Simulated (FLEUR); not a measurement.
# Magnetic state of CuPd (Skaergaardite) from several starts, part 2 of 2

Aim: find out whether CuPd (Skaergaardite) carries moments, and which collinear order costs least.

FLEUR MaX-R8.1; PBEsol; all-electron FLAPW, Dirac cores, scalar-relativistic bands.

So far. Step 2 (Order 1, typed as ferro ++): After 24 cycles the seed has died away: no moment is left. Step 3 (Start 2: antiferro q=(0,0,1/2) +-+-): It ends in the same state without moments as the first start; the 1.7e-5 meV a seeded atom between them is numerical noise.

The database entry behind the starting cell differs from later determinations by our own check (about 0.35 % long), so it need not match the best structure at ambient conditions.

## 4. Order 3, typed as antiferro q=(1/2,1/2,1/2) +-+-

An opposed order shows whether neighbours prefer unlike signs.

The cell is doubled to 4 atoms to hold this order. The mesh is halved along the doubled vector, so that both cells sample the same points. The k list default-1 (kpts.xml, not shown) is a Γ-centred 5×10×10 mesh.

Input file inp.xml:

```
<?xml version="1.0" encoding="UTF-8" standalone="no"?>
<fleurInput fleurInputVersion="0.39">
   <comment>
      CuPd
   </comment>
   <calculationSetup>
      <cutoffs Kmax="3.6" Gmax="10.8" GmaxXC="10.8" numbands="0"/>
      <scfLoop itmax="90" minDistance="0.00002" maxIterBroyd="15" imix="Anderson" alpha="0.05" precondParam="0.0" spinf="2.0" sdNocoIR="T"/>
      <coreElectrons ctail="T" frcor="F" kcrel="0" coretail_lmax="0"/>
      <xcFunctional name="PBEs" relativisticCorrections="F"/>
      <magnetism jspins="2"/>
      <soc l_soc="F" theta="0.0" phi="0.0" spav="F"/>
      <expertModes spex="0" secvar="F"/>
      <geometryOptimization l_f="F" forcealpha="1.0" forcemix="BFGS" epsdisp="0.00001" epsforce="0.00001"/>
      <ldaU l_linMix="F" mixParam="0.05" spinf="1.0"/>
   </calculationSetup>
   <cell>
      <bzIntegration valenceElectrons="54.0" mode="hist" fermiSmearingEnergy="0.00110248">
         <kPointListSelection listName="default-1"/>
         <xi:include xmlns:xi="http://www.w3.org/2001/XInclude" href="kpts.xml"> </xi:include>
      </bzIntegration>
      <xi:include xmlns:xi="http://www.w3.org/2001/XInclude" href="sym.xml"> </xi:include>
      <bulkLattice scale="1.0">
         <bravaisMatrix>
            <row-1>   11.2930033206095999     0.0000000000000000     0.0000000000000000</row-1>
            <row-2>    5.6465016603047999     5.6465016603047999     0.0000000000000000</row-2>
            <row-3>    5.6465016603047999     0.0000000000000000     5.6465016603047999</row-3>
         </bravaisMatrix>
      </bulkLattice>
   </cell>
   <atomSpecies>
      <species name="Copper (Cu.500" element="Cu" atomicNumber="29">
         <mtSphere radius="2.38" gridPoints="787" logIncrement="0.016"/>
         <atomicCutoffs lmax="8" lnonsphr="6"/>
         <electronConfig flipSpins="F">
            <coreConfig>(1s1/2) (2s1/2) (2p1/2) (2p3/2) (3s1/2) (3p1/2) (3p3/2)</coreConfig>
            <valenceConfig>(4s1/2) (3d3/2) (3d5/2)</valenceConfig>
            <stateOccupation state="(4s1/2)" spinUp="0.75" spinDown="0.25"/>
         </electronConfig>
         <energyParameters s="4" p="4" d="3" f="4"/>
      </species>
      <species name="Copper (Cu-.500" element="Cu" atomicNumber="29">
         <mtSphere radius="2.38" gridPoints="787" logIncrement="0.016"/>
         <atomicCutoffs lmax="8" lnonsphr="6"/>
         <electronConfig flipSpins="F">
            <coreConfig>(1s1/2) (2s1/2) (2p1/2) (2p3/2) (3s1/2) (3p1/2) (3p3/2)</coreConfig>
            <valenceConfig>(4s1/2) (3d3/2) (3d5/2)</valenceConfig>
            <stateOccupation state="(4s1/2)" spinUp="0.25" spinDown="0.75"/>
         </electronConfig>
         <energyParameters s="4" p="4" d="3" f="4"/>
      </species>
      <species name="Palladium .601" element="Pd" atomicNumber="46">
         <mtSphere radius="2.38" gridPoints="787" logIncrement="0.016"/>
         <atomicCutoffs lmax="8" lnonsphr="6"/>
         <electronConfig flipSpins="F">
            <coreConfig>(1s1/2) (2s1/2) (2p1/2) (2p3/2) (3s1/2) (3p1/2) (3p3/2) (4s1/2) (3d3/2) (3d5/2)</coreConfig>
            <valenceConfig>(4p1/2) (4p3/2) (5s1/2) (4d3/2) (4d5/2)</valenceConfig>
            <stateOccupation state="(5s1/2)" spinUp="0.5" spinDown="0.5"/>
            <stateOccupation state="(4d3/2)" spinUp="1.8005" spinDown="1.7995"/>
            <stateOccupation state="(4d5/2)" spinUp="3.0" spinDown="2.4"/>
         </electronConfig>
         <energyParameters s="5" p="5" d="4" f="4"/>
         <lo type="SCLO" l="1" n="4" eDeriv="0"/>
      </species>
      <species name="Palladium -.601" element="Pd" atomicNumber="46">
         <mtSphere radius="2.38" gridPoints="787" logIncrement="0.016"/>
         <atomicCutoffs lmax="8" lnonsphr="6"/>
         <electronConfig flipSpins="F">
            <coreConfig>(1s1/2) (2s1/2) (2p1/2) (2p3/2) (3s1/2) (3p1/2) (3p3/2) (4s1/2) (3d3/2) (3d5/2)</coreConfig>
            <valenceConfig>(4p1/2) (4p3/2) (5s1/2) (4d3/2) (4d5/2)</valenceConfig>
            <stateOccupation state="(5s1/2)" spinUp="0.5" spinDown="0.5"/>
            <stateOccupation state="(4d3/2)" spinUp="1.7995" spinDown="1.8005"/>
            <stateOccupation state="(4d5/2)" spinUp="2.4" spinDown="3.0"/>
         </electronConfig>
         <energyParameters s="5" p="5" d="4" f="4"/>
         <lo type="SCLO" l="1" n="4" eDeriv="0"/>
      </species>
   </atomSpecies>
   <atomGroups>
      <atomGroup species="Copper (Cu.500">
         <relPos label="                   1">.0000000000 .0000000000 .0000000000</relPos>
         <force calculate="T" relaxXYZ="TTT"/>
      </atomGroup>
      <atomGroup species="Copper (Cu-.500">
         <relPos label="                   2">1.000/2.000 .0000000000 .0000000000</relPos>
         <force calculate="T" relaxXYZ="TTT"/>
      </atomGroup>
      <atomGroup species="Palladium .601">
         <relPos label="                   3">-1.000/4.000 1.000/2.000 1.000/2.000</relPos>
         <force calculate="T" relaxXYZ="TTT"/>
      </atomGroup>
      <atomGroup species="Palladium -.601">
         <relPos label="                   4">1.000/4.000 1.000/2.000 1.000/2.000</relPos>
         <force calculate="T" relaxXYZ="TTT"/>
      </atomGroup>
   </atomGroups>
   <output dos="F" band="F" slice="F">
      <bandDOS minEnergy="-.5*Htr" maxEnergy="0.5*Htr" sigma="0.015" storeEVData="T"/>
      <plotting iplot="0" polar="F">
         <plot TwoD="T" vec1="  1.0  0.0  0.0" vec2="  0.0  1.0  0.0" vec3="  0.0  0.0  1.0" zero="  0.0  0.0  0.0" file="plot"/>
      </plotting>
      <moessbauerParams electricFieldGradient="F" isomerShift="F" coreHyperfine="F" valenceHyperfine="F"/>
   </output>
</fleurInput>
```

Input file crystal.txt:

```
CuPd
&input film=F cartesian=F /
5.97600000000  0.00000000000  0.00000000000
2.98800000000  2.98800000000  0.00000000000
2.98800000000  0.00000000000  2.98800000000
1.8897261246
1.0 1.0 1.0

4
29 0.00000000000  0.00000000000  0.00000000000 : 0.500
29 0.50000000000  0.00000000000  0.00000000000 : -0.500
46 0.75000000000  0.50000000000  0.50000000000 : 0.601
46 0.25000000000  0.50000000000  0.50000000000 : -0.601

&kpt div1=5 div2=10 div3=10 gamma=T /
```

Run with:

```
$ OMP_NUM_THREADS=1 inpgen -f crystal.txt > inpgen.log  # inp.xml is then edited as shown
$ OMP_NUM_THREADS=1 mpirun -n 4 fleur_MPI > fleur.log
```

The program printed:

```text
[banner, memory and clock lines left out]
Welcome to FLEUR        (www.flapw.de)
      MaX-Release 8.1          (www.max-centre.eu)

 ========== k-point set info ==========
 Selected k-point list: default-1
 k-point list type: mesh
 0 x 0 x 0
 Number of k points: 64

 [... set-up left out ...]
 Iteration:     1   Distance:      37.46357917 me/bohr^3
 Iteration:     2   Distance:      22.27501631 me/bohr^3
 Iteration:     3   Distance:       9.90282753 me/bohr^3
 Iteration:     4   Distance:       7.79877291 me/bohr^3
 Iteration:     5   Distance:       4.47866646 me/bohr^3
[...]
<sumOfEigenvalues value="    -7913.8990682412">
               <coreElectrons value="-7905.4505982868"/>
               <valenceElectrons value="-8.4484699544"/>
            </sumOfEigenvalues>
         [... left out ...]
            <freeEnergy value="-13396.6404586994"/>
            <extrapolationTo0K value="-13396.6403475332"/>
         </totalEnergy>
         <densityConvergence units="me/bohr^3">
            <chargeDensity spin="1" distance="0.0000075753"/>
            <chargeDensity spin="2" distance="0.0000076338"/>
            <overallChargeDensity distance="0.0000126049"/>
            <spinDensity distance="0.0000085109"/>
         </densityConvergence>
      </iteration>
```

The job ended after 41 s (4 MPI ranks of Intel Xeon 6975P-C (Granite Rapids), shared host; peak memory 0.35 GiB).

The spin moment in the muffin-tin sphere vanishes on all atoms.

Read from the output:

| Item | Value |
| --- | --- |
| free energy | -364541.1579 eV |
| program's band gap on this mesh (in a metal only a level spacing) | 1.00e-9 eV |
| final state | non-magnetic |

It ends in the same state without moments as the first start; the 0.0048 meV a seeded atom between them is numerical noise.

## 5. Order 4, typed as no spin polarisation

A spinless run gives the zero against which the gain from the moments is read.

The k list default-1 (kpts.xml, not shown) is a Γ-centred 10×10×10 mesh.

Input file inp.xml:

```
<?xml version="1.0" encoding="UTF-8" standalone="no"?>
<fleurInput fleurInputVersion="0.39">
   <comment>
      CuPd
   </comment>
   <calculationSetup>
      <cutoffs Kmax="3.6" Gmax="10.8" GmaxXC="10.8" numbands="0"/>
      <scfLoop itmax="90" minDistance="0.00002" maxIterBroyd="15" imix="Anderson" alpha="0.05" precondParam="0.0" spinf="2.0" sdNocoIR="T"/>
      <coreElectrons ctail="T" frcor="F" kcrel="0" coretail_lmax="0"/>
      <xcFunctional name="PBEs" relativisticCorrections="F"/>
      <magnetism jspins="1"/>
      <soc l_soc="F" theta="0.0" phi="0.0" spav="F"/>
      <expertModes spex="0" secvar="F"/>
      <geometryOptimization l_f="F" forcealpha="1.0" forcemix="BFGS" epsdisp="0.00001" epsforce="0.00001"/>
      <ldaU l_linMix="F" mixParam="0.05" spinf="1.0"/>
   </calculationSetup>
   <cell>
      <bzIntegration valenceElectrons="27.0" mode="hist" fermiSmearingEnergy="0.00110248">
         <kPointListSelection listName="default-1"/>
         <xi:include xmlns:xi="http://www.w3.org/2001/XInclude" href="kpts.xml"> </xi:include>
      </bzIntegration>
      <xi:include xmlns:xi="http://www.w3.org/2001/XInclude" href="sym.xml"> </xi:include>
      <bulkLattice scale="1.0">
         <bravaisMatrix>
            <row-1>    5.6465016603047999     0.0000000000000000     0.0000000000000000</row-1>
            <row-2>    0.0000000000000000     5.6465016603047999     0.0000000000000000</row-2>
            <row-3>    0.0000000000000000     0.0000000000000000     5.6465016603047999</row-3>
         </bravaisMatrix>
      </bulkLattice>
   </cell>
   <atomSpecies>
      <species name="Copper (Cu)" element="Cu" atomicNumber="29">
         <mtSphere radius="2.38" gridPoints="787" logIncrement="0.016"/>
         <atomicCutoffs lmax="8" lnonsphr="6"/>
         <electronConfig flipSpins="F">
            <coreConfig>(1s1/2) (2s1/2) (2p1/2) (2p3/2) (3s1/2) (3p1/2) (3p3/2)</coreConfig>
            <valenceConfig>(4s1/2) (3d3/2) (3d5/2)</valenceConfig>
            <stateOccupation state="(4s1/2)" spinUp="0.500000" spinDown="0.500000"/>
         </electronConfig>
         <energyParameters s="4" p="4" d="3" f="4"/>
      </species>
      <species name="Palladium (Pd)" element="Pd" atomicNumber="46">
         <mtSphere radius="2.38" gridPoints="787" logIncrement="0.016"/>
         <atomicCutoffs lmax="8" lnonsphr="6"/>
         <electronConfig flipSpins="F">
            <coreConfig>(1s1/2) (2s1/2) (2p1/2) (2p3/2) (3s1/2) (3p1/2) (3p3/2) (4s1/2) (3d3/2) (3d5/2)</coreConfig>
            <valenceConfig>(4p1/2) (4p3/2) (5s1/2) (4d3/2) (4d5/2)</valenceConfig>
            <stateOccupation state="(5s1/2)" spinUp="0.500000" spinDown="0.500000"/>
            <stateOccupation state="(4d3/2)" spinUp="1.800000" spinDown="1.800000"/>
            <stateOccupation state="(4d5/2)" spinUp="2.700000" spinDown="2.700000"/>
         </electronConfig>
         <energyParameters s="5" p="5" d="4" f="4"/>
         <lo type="SCLO" l="1" n="4" eDeriv="0"/>
      </species>
   </atomSpecies>
   <atomGroups>
      <atomGroup species="Copper (Cu)">
         <relPos label="                   1">.0000000000 .0000000000 .0000000000</relPos>
         <force calculate="T" relaxXYZ="TTT"/>
      </atomGroup>
      <atomGroup species="Palladium (Pd)">
         <relPos label="                   2">1.000/2.000 1.000/2.000 1.000/2.000</relPos>
         <force calculate="T" relaxXYZ="TTT"/>
      </atomGroup>
   </atomGroups>
   <output dos="F" band="F" slice="F">
      <bandDOS minEnergy="-.5*Htr" maxEnergy="0.5*Htr" sigma="0.015" storeEVData="T"/>
      <plotting iplot="0" polar="F">
         <plot TwoD="T" vec1="  1.0  0.0  0.0" vec2="  0.0  1.0  0.0" vec3="  0.0  0.0  1.0" zero="  0.0  0.0  0.0" file="plot"/>
      </plotting>
      <moessbauerParams electricFieldGradient="F" isomerShift="F" coreHyperfine="F" valenceHyperfine="F"/>
   </output>
</fleurInput>
```

Input file crystal.txt:

```
CuPd
&input film=F cartesian=F /
2.98800000000  0.00000000000  0.00000000000
0.00000000000  2.98800000000  0.00000000000
0.00000000000  0.00000000000  2.98800000000
1.8897261246
1.0 1.0 1.0

2
29 0.00000000000  0.00000000000  0.00000000000
46 0.50000000000  0.50000000000  0.50000000000

&kpt div1=10 div2=10 div3=10 gamma=T /
```

The program printed:

```text
[banner, memory and clock lines left out]
Welcome to FLEUR        (www.flapw.de)
      MaX-Release 8.1          (www.max-centre.eu)

 ========== k-point set info ==========
 Selected k-point list: default-1
 k-point list type: mesh
 10 x 10 x 10
 Number of k points: 56

 [... set-up left out ...]
 Iteration:     1   Distance:      36.39860234 me/bohr^3
 Iteration:     2   Distance:      21.98065986 me/bohr^3
 Iteration:     3   Distance:       9.76039019 me/bohr^3
 Iteration:     4   Distance:       7.42624692 me/bohr^3
 Iteration:     5   Distance:       4.41295131 me/bohr^3
[...]
<FermiEnergy value="0.3141288187" units="Htr"/>
         [... left out ...]
         <totalEnergy value="    -6698.3201182505" units="Htr">
            <sumOfEigenvalues value="    -3956.9494392749">
               <coreElectrons value="-3952.7252359123"/>
               <valenceElectrons value="-4.2242033626"/>
            </sumOfEigenvalues>
         [... left out ...]
            <freeEnergy value="-6698.3202289445"/>
            <extrapolationTo0K value="-6698.3201735975"/>
         </totalEnergy>
         <densityConvergence units="me/bohr^3">
            <chargeDensity spin="1" distance="0.0000039126"/>
         </densityConvergence>
      </iteration>
```

The job ended after 5.4 s (4 MPI ranks; peak memory 0.19 GiB; 20 s of CPU time).

Numbers from this step:

```
free energy                                                       : -182270.5789 eV
program's band gap on this mesh (in a metal only a level spacing) : 0.02311 eV
final state                                                       : non-magnetic (no spin polarisation)
```

It ends in the same state without moments as the first start; the 7.2e-4 meV a seeded atom between them is numerical noise.

## 6. Energies of the orders

Free energies are divided by the number of seeded atoms, so that cells of unlike size compare. Wavevectors q in the names are fractions of the primitive cell's reciprocal vectors.

Orders:

```csv
start,final state,typed order kept,energy over the lowest (meV a seeded atom),largest sphere moment (μB),net moment (μB a primitive cell),mesh matched,CPU time (s)
ferro ++,non-magnetic,no,0.004791,0,0,yes,33.93
"antiferro q=(0,0,1/2) +-+-",non-magnetic,no,0.004774,0,0,yes,131
"antiferro q=(1/2,1/2,1/2) +-+-",non-magnetic,no,0,0,0,yes,163.8
no spin polarisation,non-magnetic,-,0.005513,0,0,yes,20.28
```

## 7. Summary of results

* lowest state found: non-magnetic (typed antiferro q=(1/2,1/2,1/2) +-+-)
* largest site spin moment: 0 μB

In words: The lowest state carries no moment above 0.15 μB, and no start kept one. This is the lowest of 4 finished starts, no proof of the ground state.

[Logs and program files are shortened in this print: banners, set-up blocks, solver, clock and traceback lines can be left out without a mark of their own.]

[Logs are printed without paths, hosts, clocks, repeated set-up lines and the standing remarks that a program may print on its own settings, such as how far it seeks lower states.]

[Hosts, paths, dates, database ids (printed as entryN), source tags and the programs' standing remarks are cut or masked in the printed files.]

[Where a cell is said to come from a database of computed structures, the database is the Materials Project.]
